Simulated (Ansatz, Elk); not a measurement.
**K3Al: X-ray structure factors from the self-consistent density**

Structure refinements treat a crystal as free atoms side by side. For a made-up structure of K3Al (cell and positions from a PBE relaxation) the runs below show what the calculated density changes in F(hkl).

Method: DFT, PBE, all-electron APW+lo, Dirac cores, scalar-relativistic bands, static density, no spin, in Elk 11.2.3 (patched build).

The structure was built from a prototype and need not be the compound's stable phase.

## (1) Starting point

The structure is cubic, space group Fm-3m (No. 225). Conventional cell: a = 9.062 Å, b = 9.062 Å, c = 9.062 Å, α = 90.00°, β = 90.00°, γ = 90.00°. Nearest to K lie 8 K at 3.92 Å. K has 4 K at 3.92 Å and 4 Al at 3.92 Å nearest. Nearest to Al lie 8 K at 3.92 Å. Farther neighbours are not listed.

## (2) Ground state and structure factors

An all-electron density is needed, since X-rays see the cores too. Task 0 finds the density and task 195 Fourier-transforms it; tshift is off so that phases refer to the origin typed.

Contents of elk.in:

```
tasks
  0
  195

xctype
  20

spinpol
  .false.

rgkmax
  7.0

gmaxvr
  14.0

lmaxo
  7

lmaxapw
  8

swidth
  0.002

tshift
  .false.

ramdisk
  .false.

hmaxvr
  5.5

maxscl
  120

epspot
  1e-06

sppath
  './'

avec
  0.00000000000 8.56203005636 8.56203005636
  8.56203005636 -0.00000000000 8.56203005636
  8.56203005636 8.56203005636 0.00000000000

atoms
  2
  'K.in'
  3
  0.5000000000 0.5000000000 0.5000000000   0.000000 0.000000 0.000000
  0.7500000000 0.7500000000 0.7500000000   0.000000 0.000000 0.000000
  0.2500000000 0.2500000000 0.2500000000   0.000000 0.000000 0.000000
  'Al.in'
  1
  -0.0000000000 0.0000000000 0.0000000000   0.000000 0.000000 0.000000

ngridk
  5 5 5
```

The run is started by

```bash
$ OMP_NUM_THREADS=4 elk
```

Numbers of over 12 decimals in the logs are rounded to 6 here.

The log of the run:

```text
┌─────────────────────────┐
│ Elk code version 11.2.3 │
└─────────────────────────┘

All units are atomic (Hartree, Bohr, etc.)

┌─────────────────────────────────────────────────┐
│ Ground-state run starting from atomic densities │
└─────────────────────────────────────────────────┘

Lattice vectors :
   0.000000000       8.562030056       8.562030056
   8.562030056      -0.000000000       8.562030056
   8.562030056       8.562030056       0.000000000

Reciprocal lattice vectors :
 -0.3669214699      0.3669214699      0.3669214699
  0.3669214699     -0.3669214699      0.3669214699
  0.3669214699      0.3669214699     -0.3669214699

Unit cell volume      :    1255.336741
Brillouin zone volume :   0.1975965535

Muffin-tin inner radius fraction :   0.1000000000E-01

Nuclei treated as point charges

Species : 1 (K)
 parameters loaded from : K.in
 name : potassium
 nuclear charge    :   -19.00000000
 electronic charge :    19.00000000
 atomic mass :    71271.84090
 muffin-tin radius :    2.400000000
 number of radial points in muffin-tin :    993
 inner part over the whole radius :   0.9891652203E-02
 number on inner part of muffin-tin    :    697
 approximate nuclear radius :   0.6514746337E-04
 number of mesh points to nuclear radius :    319
 atomic positions (lattice), magnetic fields (Cartesian) :
  1 :   0.50000000  0.50000000  0.50000000    0.00000000  0.00000000  0.00000000
  2 :  -0.25000000 -0.25000000 -0.25000000    0.00000000  0.00000000  0.00000000
  3 :   0.25000000  0.25000000  0.25000000    0.00000000  0.00000000  0.00000000

Species : 2 (Al)
 parameters loaded from : Al.in
 name : aluminium
 nuclear charge    :   -13.00000000
 electronic charge :    13.00000000
 atomic mass :    49184.33496
 muffin-tin radius :    2.200000000
 number of radial points in muffin-tin :    793
 inner part over the whole radius :   0.9821194981E-02
 number on inner part of muffin-tin    :    552
 approximate nuclear radius :   0.5839653600E-04
 number of mesh points to nuclear radius :    244
 atomic positions (lattice), magnetic fields (Cartesian) :
  1 :   0.00000000  0.00000000  0.00000000    0.00000000  0.00000000  0.00000000

Total number of atoms per unit cell :    4
Total muffin-tin volume :    218.3197455
 ratio of muffin-tin to unit cell volume :   0.1739132922

Spin treatment :
 spin-unpolarised

Number of Bravais lattice symmetries :   48
Number of crystal symmetries         :   48
Crystal has inversion symmetry
Real symmetric eigensolver will be used

k-point grid :      5     5     5
k-point offset :    0.000000000       0.000000000       0.000000000
k-point set is reduced with full crystal symmetry group
Total number of k-points :       10

Muffin-tin radius times maximum |G+k| :    7.000000000
 using average radius
Maximum |G+k| for APW functions       :    2.978723404
Maximum (1/2)|G+k|²                   :    4.436396560
Maximum |G| for potential and density :    14.00000000
Constant for pseudocharge density :    8
 order of it for each species :   15  15
 order of it for pair densities of each species (exact exchange by exxq0 0: 16) :   10   8
Radial integration step length :    1

G-vector grid sizes :     54    54    54
Number of G-vectors :    58071

Maximum angular momentum used for
 APW functions            :    8
 outer part of muffin-tin :    7
 inner part of muffin-tin :    2

Total nuclear charge    :   -70.00000000
Total core charge       :    34.00000000
Total valence charge    :    36.00000000
Total excess charge     :    0.000000000
Total electronic charge :    70.00000000

Effective Wigner radius, rₛ :    1.623770063

Number of empty states         :     16
Total number of valence states :     35
Total number of core states    :     34

Third-order local-orbitals added for an l without core states : T
Total number of local-orbitals :     34

Exchange-correlation functional :     20     0     0
 Perdew-Burke-Ernzerhof, Phys. Rev. Lett. 77, 3865 (1996)
 gradient requirement :    1
[...]
exchange                    :     -116.04566071983
 correlation                 :     -2.739644
 electron entropic           :    -0.20286526209423E-02
 total energy                :     -2050.0807623486

Density of states at Fermi energy :    146.7053316
 (states/Hartree/unit cell)

Estimated indirect band gap :   0.5514397856E-02
 from k-point 5 to k-point 9
Estimated direct band gap   :   0.7459757417E-02
 at k-point 5

Charges :
 core                        :    34.00000000
 valence                     :    36.00000000
 interstitial                :    6.224560391
 muffin-tins (core leakage)
  species : 1 (K)
   atom 1                    :    17.53349385     ( -0.1024886487E-06)
   atom 2                    :    17.55550140     ( -0.1025644227E-06)
[...]
species : 2 (Al)
[...]
total in muffin-tins        :    63.77543961
 total calculated charge     :    69.99952799
 total charge                :    70.00000000
 error                       :   0.4720136279E-03

RMS change in Kohn-Sham potential (target) :   0.4411075871     (  0.1000000000E-05)
Absolute change in total energy (target)   :   0.5598698381     (  0.1000000000E-03)

[... loops 3 to 12 left out ...]

┌──────────────────┐
│ Loop number : 13 │
└──────────────────┘

Energies :
 Fermi                       :     0.67091164814652E-01
 sum of occupied eigenvalues :     -1181.1407609085
 electron kinetic            :      2061.9819717979
 core electron kinetic       :      1894.8946709720
 Coulomb                     :     -3992.3258979043
 Coulomb potential           :     -3089.4699314285
 nuclear-nuclear             :     -263.24571173465
 electron-nuclear            :     -4372.8291022463
 Hartree                     :      643.74891607665
 Madelung                    :     -2447.5909321901
 xc potential                :     -153.65280127794
 exchange                    :     -116.06234260301
 correlation                 :     -2.745885
 electron entropic           :    -0.16247966549352E-02
 total energy                :     -2049.1537781805

Density of states at Fermi energy :    112.0053362
 (states/Hartree/unit cell)

Estimated indirect band gap :   0.6466724598E-02
 from k-point 5 to k-point 9
Estimated direct band gap   :   0.8687318385E-02
 at k-point 5

Charges :
 core                        :    34.00000000
 valence                     :    36.00000000
 interstitial                :    6.215325182
 muffin-tins (core leakage)
  species : 1 (K)
[...]
species : 2 (Al)
[...]
total in muffin-tins        :    63.78467482
 total calculated charge     :    69.99953219
 total charge                :    70.00000000
 error                       :   0.4678090269E-03

RMS change in Kohn-Sham potential (target) :   0.2568036528E-06 (  0.1000000000E-05)
Absolute change in total energy (target)   :   0.5496835320E-04 (  0.1000000000E-03)

Convergence targets achieved

┌──────────────────┐
│ Loop number : 14 │
└──────────────────┘

Energies :
 Fermi                       :     0.67091160524330E-01
 sum of occupied eigenvalues :     -1181.1407633961
 electron kinetic            :      2061.9819707862
 core electron kinetic       :      1894.8946699611
 Coulomb                     :     -3992.3258984733
 Coulomb potential           :     -3089.4699311070
 nuclear-nuclear             :     -263.24571173465
 electron-nuclear            :     -4372.8291036533
 Hartree                     :      643.74891691468
 Madelung                    :     -2447.5909329198
 xc potential                :     -153.65280307542
 exchange                    :     -116.06234271699
 correlation                 :     -2.745885
 electron entropic           :    -0.16247976131343E-02
 total energy                :     -2049.1537798880

Density of states at Fermi energy :    112.0054230
 (states/Hartree/unit cell)

Estimated indirect band gap :   0.6466719072E-02
 from k-point 5 to k-point 9
Estimated direct band gap   :   0.8687313629E-02
 at k-point 5

Charges :
 core                        :    34.00000000
 valence                     :    36.00000000
 interstitial                :    6.215325069
 muffin-tins (core leakage)
  species : 1 (K)
[...]
atom 2                    :    17.58578879     ( -0.1017456519E-06)
   atom 3                    :    17.58578879     ( -0.1017456519E-06)
  species : 2 (Al)
   atom 1                    :    11.03345841     (  0.4556702651E-03)
 total in muffin-tins        :    63.78467493
 total calculated charge     :    69.99953219
 total charge                :    70.00000000
 error                       :   0.4678089214E-03

┌──────────────────────────────┐
│ Self-consistent loop stopped │
└──────────────────────────────┘

Warning : core states of species 2 leak from the muffin-tin :   0.4556702651E-03

Wrote STATE.OUT
```

It took 14 s on 4 threads of AMD EPYC 9B45 (Zen 5), shared host; peak memory 0.22 GiB.

SFACRHO.OUT:

```text

h k l indices transformed by vhmat matrix:
   1.000000000       0.000000000       0.000000000    
   0.000000000       1.000000000       0.000000000    
   0.000000000       0.000000000       1.000000000    

      h      k      l  multipl.   |H|            Re(F)            Im(F)           |F|

      0      0      0      1   0.0000000       70.000000      0.56459389E-15   70.000000    
     -1     -1     -1      8  0.63552663      -5.3158984     -0.21049419E-14   5.3158984    
      0     -1     -1      6  0.73384294      -5.3684345      0.22753546E-14   5.3684345    
      1      1      2     12   1.0378106       55.013658     -0.59213040E-14   55.013658    
      2      1      0     24   1.2169408      -4.9131075     -0.19603808E-13   4.9131075    
      2      2      2      8   1.2710533      -4.8057977     -0.78543408E-14   4.8057977    
      0     -2     -2      6   1.4676859       48.195382      0.59708463E-14   48.195382    
     -1      0      2     24   1.5993736      -4.0148053     -0.21429175E-14   4.0148053    
      2      1     -1     24   1.6409227      -3.9129034      0.79761312E-14   3.9129034    
     -3     -1      0     24   1.7975408       43.414656     -0.15309206E-13   43.414656    
      0     -3     -2     24   1.9065799      -3.3174478     -0.65015393E-14   3.3174478    
      0      3      0      8   1.9065799      -3.2991152      0.43326331E-14   3.2991152    
      0     -2      2     12   2.0756213       39.873357     -0.89436019E-14   39.873357    
      2     -2     -1     48   2.1707367      -2.8329165     -0.10897098E-13   2.8329165    
      0      3     -1     24   2.2015288      -2.7941049      0.24678873E-13   2.7941049    
      0      3      3      6   2.2015288      -2.7952127      0.28645883E-13   2.7952127    
     -1     -4     -3     24   2.3206151       37.155132     -0.25494693E-13   37.155132    
     -1     -1      3     24   2.4060650      -2.5448085     -0.29418916E-13   2.5448085
```

Elk indexes on the primitive cell of elk.in and gives |H| = 4π sin θ/λ in inverse bohr. Below, one row stands for each form hkl of the conventional cell (m members, Friedel mates merged), F is for one primitive cell and the density is static (no thermal factor). Free-atom factors are Waasmaier and Kirfel's, and R is Σm||F|−|F'||/Σm|F|.

| hkl | m | sin θ/λ (Å⁻¹) | abs F, DFT | neutral atoms | diff. |
| --- | --- | --- | --- | --- | --- |
| 111 | 8 | 0.096 | 5.316 | 5.522 | -0.206 |
| 200 | 6 | 0.110 | 5.368 | 5.457 | -0.088 |
| 220 | 12 | 0.156 | 55.014 | 55.120 | -0.106 |
| 311 | 24 | 0.183 | 4.913 | 4.805 | +0.108 |
| 222 | 8 | 0.191 | 4.806 | 4.694 | +0.112 |
| 400 | 6 | 0.221 | 48.195 | 48.175 | +0.020 |
| 331 | 24 | 0.240 | 4.015 | 3.949 | +0.066 |
| 420 | 24 | 0.247 | 3.913 | 3.854 | +0.059 |
| 422 | 24 | 0.270 | 43.415 | 43.375 | +0.039 |
| 511 | 24 | 0.287 | 3.317 | 3.278 | +0.039 |
| 333 | 8 | 0.287 | 3.299 | 3.278 | +0.021 |
| 440 | 12 | 0.312 | 39.873 | 39.830 | +0.043 |
| 531 | 48 | 0.326 | 2.833 | 2.809 | +0.024 |
| 442 | 24 | 0.331 | 2.794 | 2.763 | +0.031 |
| 600 | 6 | 0.331 | 2.795 | 2.763 | +0.032 |
| 620 | 24 | 0.349 | 37.155 | 37.111 | +0.044 |
| 533 | 24 | 0.362 | 2.545 | 2.503 | +0.042 |
| 622 | 24 | 0.366 | 2.505 | 2.474 | +0.031 |

## (3) The highest occupied states alone

An energy window below the Fermi level keeps the highest occupied states, to see at which angles they scatter; shallow core shells can lie inside it and anion s states outside. No new self-consistency is needed.

Changes to elk.in since step 2:

```diff
@@ -1,3 +1,2 @@
 tasks
-  0
   195
@@ -40,2 +39,5 @@
 
+wsfac
+  -0.484150 0.367090
+
 sppath
```

The run is started by

```bash
$ OMP_NUM_THREADS=4 elk
```

The log of the run:

```text
┌─────────────────────────────────┐
│ Elk code version 11.2.3 started │
└─────────────────────────────────┘

Info(readinput): the functional depends on the density's gradient
 muffin-tin radial points multiplied by    2.00000
 (not where nrmtscf is given)

┌────────────────────┐
│ Current task : 195 │
└────────────────────┘

Info(sfacrho): density structure factors written to SFACRHO.OUT

 Energy window :  -0.4841500000      0.3670900000

┌──────────────────┐
│ Elk code stopped │
└──────────────────┘
```

Elapsed: 6.2 s, on 4 threads; peak memory 0.16 GiB; 6.7 s of CPU time.

States within 15 eV below the Fermi level hold 10.43 electrons; any levels below the window count with the cores, and a count that is not whole means the window cuts a band. Their amplitudes can exceed the total, where window and core parts have opposite phase:

| hkl | sin θ/λ (Å⁻¹) | abs F, window | abs F, all |
| --- | --- | --- | --- |
| 111 | 0.096 | 1.666 | 5.316 |
| 200 | 0.110 | 2.167 | 5.368 |
| 220 | 0.156 | 3.291 | 55.014 |
| 311 | 0.183 | 0.184 | 4.913 |
| 222 | 0.191 | 2.169 | 4.806 |
| 400 | 0.221 | 1.982 | 48.195 |
| 331 | 0.240 | 0.079 | 4.015 |
| 420 | 0.247 | 1.586 | 3.913 |
| 422 | 0.270 | 1.256 | 43.415 |
| 511 | 0.287 | 0.117 | 3.317 |

[end of part 1 of 2]

[Logs are printed without paths, hosts, clocks, repeated set-up lines and the standing remarks that a program may print on its own settings, such as how far it seeks lower states.]

[Hosts, paths, dates, database ids (printed as entryN), source tags and the programs' standing remarks are cut or masked in the printed files.]
